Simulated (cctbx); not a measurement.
**Finding the light atoms**

Cell a = 6.3800 Å, b = 6.3800 Å, c = 6.1760 Å, α = 90.00°, β = 90.00°, γ = 120.00°; space group R-3m (no. 166); content Ho3 Ga3 H18. The heavier atoms are placed; H is still missing.

The data are simulated with cctbx, not measured: Cu Kα, λ = 1.54184 Å, to d = 0.8 Å, 70 % of the full sphere, strongest reflection 20000 counts, noise from counting, a 6 % proportional error and a noise floor of 2 counts (s.d.); no absorption.

Refinement without H (map in e/Å³):

```text
Rint 0.047, 64 unique reflections to 0.81 A
cycle     R1     wR2    GooF  max shift (A)
   1  0.0458  0.1180   3.931   0.00000
   2  0.0204  0.0645   2.149   0.00000
final R1 0.0204 wR2 0.0645 GooF 2.149  parameters 2  data/parameter 32.0
atom        x        y        z      Ueq    occ   su(xyz)  su(Uiso or U11)
Ho1    0.00000  0.00000  0.50000   0.0141  1.000  0.00000  0.0005
Ga1    0.00000  0.00000  0.00000   0.0132  1.000  0.00000  0.0006
difference map: max 1.80 min -0.61 rms 0.18
Q1    0.0000  0.0000  0.0824    6    1.80  0.51 A from Ga1
Q2    0.0000  0.0000  0.4260    6    0.83  0.46 A from Ho1
Q3    0.1181  0.2363  0.1641   18    0.73  1.65 A from Ga1
Q4    0.0231  0.2189  0.2918   36    0.29  1.85 A from Ho1
Q5    0.0000  0.1680  0.0000   18    0.22  1.07 A from Ga1
Q6    0.1106  0.2212  0.3369   18    0.09  1.58 A from Ho1
Q7    0.9982  0.4131  0.2762   36    0.09  1.94 A from Ga1
Q8    0.0553  0.5277  0.5959   18    0.08  1.60 A from Ga1
```

The data are simulated with cctbx, not measured: neutrons of λ = 0.84 Å, to d = 0.8 Å, 70 % of the full sphere, strongest reflection 5000 counts, noise from counting, a 6 % proportional error and a noise floor of 2 counts (s.d.); no absorption.

Refinement without H (map in fm/Å³; only maxima are listed):

```text
Rint 0.049, 64 unique reflections to 0.81 A
cycle     R1     wR2    GooF  max shift (A)
   1  0.8251  0.9638  28.069   0.00000
   8  0.7920  0.9555  27.827   0.00000
final R1 0.7677 wR2 0.9435 GooF 27.476  parameters 2  data/parameter 32.0
atom        x        y        z      Ueq    occ   su(xyz)  su(Uiso or U11)
Ho1    0.00000  0.00000  0.50000   0.0499  1.000  0.00000  0.0474
Ga1    0.00000  0.00000  0.00000   0.0001  1.000  0.00000  0.0290
difference map: max 159.14 min -32.65 rms 8.81
Q1    0.0000  0.0000  0.0000    3  159.14  0.00 A from Ga1
Q2    0.0000  0.0000  0.5000    3   76.29  0.00 A from Ho1
Q3    0.0000  0.3439  0.0000   18   13.50  2.19 A from Ga1
Q4    0.0403  0.0805  0.1804   18    8.72  1.20 A from Ga1
Q5    0.0056  0.1749  0.4484   36    7.58  1.14 A from Ho1
Q6    0.9918  0.1902  0.2367   36    7.46  1.92 A from Ga1
Q7    0.9955  0.1771  0.0678   36    7.05  1.22 A from Ga1
Q8    0.0020  0.4183  0.1629   36    7.00  1.91 A from Ho1
```

**Question.** Where is H, and which data fix it better?

H sits at (0.2134, 0.4267, 0.4911). Adding it takes R1 from 0.020 to 0.017 with X-rays and from 0.768 to 0.021 with neutrons. Its largest coordinate s.u. is 0.01468 with X-rays and 0.00030 with neutrons, so neutrons fix it better in these data. In the X-ray map Q3 marks it. No listed neutron peak is on it. Natural H has a negative scattering length, so it shows as a hole in the neutron map (minimum -32.6), not among the maxima.

Final neutron refinement:

```text
Rint 0.049, 64 unique reflections to 0.81 A
cycle     R1     wR2    GooF  max shift (A)
   1  0.2357  0.5347  15.964   0.04054
   3  0.0213  0.0628   1.876   0.00000
final R1 0.0213 wR2 0.0628 GooF 1.876  parameters 5  data/parameter 12.8
atom        x        y        z      Ueq    occ   su(xyz)  su(Uiso or U11)
Ho1    0.00000  0.00000  0.50000   0.0148  1.000  0.00000  0.0005
Ga1    0.00000  0.00000  0.00000   0.0141  1.000  0.00000  0.0005
H1     0.21336  0.42673  0.49060   0.0355  1.000  0.00030  0.0006
difference map: max 0.82 min -0.39 rms 0.07
Q1    0.0000  0.0000  0.0803    6    0.82  0.50 A from Ga1
Q2    0.0000  0.1723  0.0000   18    0.27  1.10 A from Ga1
Q3    0.0000  0.0000  0.4161    6    0.24  0.52 A from Ho1
Q4    0.1102  0.2205  0.8568   18    0.14  1.29 A from H1
Q5    0.0273  0.2150  0.2980   36    0.13  0.92 A from H1
Q6    0.9726  0.3967  0.1817   36    0.12  0.69 A from H1
```

The model was made for the exercise: a known structure type with other elements put in, its volume estimated, not relaxed; displacement parameters are assumed.

[Middle refinement cycles are left out of these outputs.]

[Logs are printed without paths, hosts, clocks, repeated set-up lines and the standing remarks that a program may print on its own settings, such as how far it seeks lower states.]
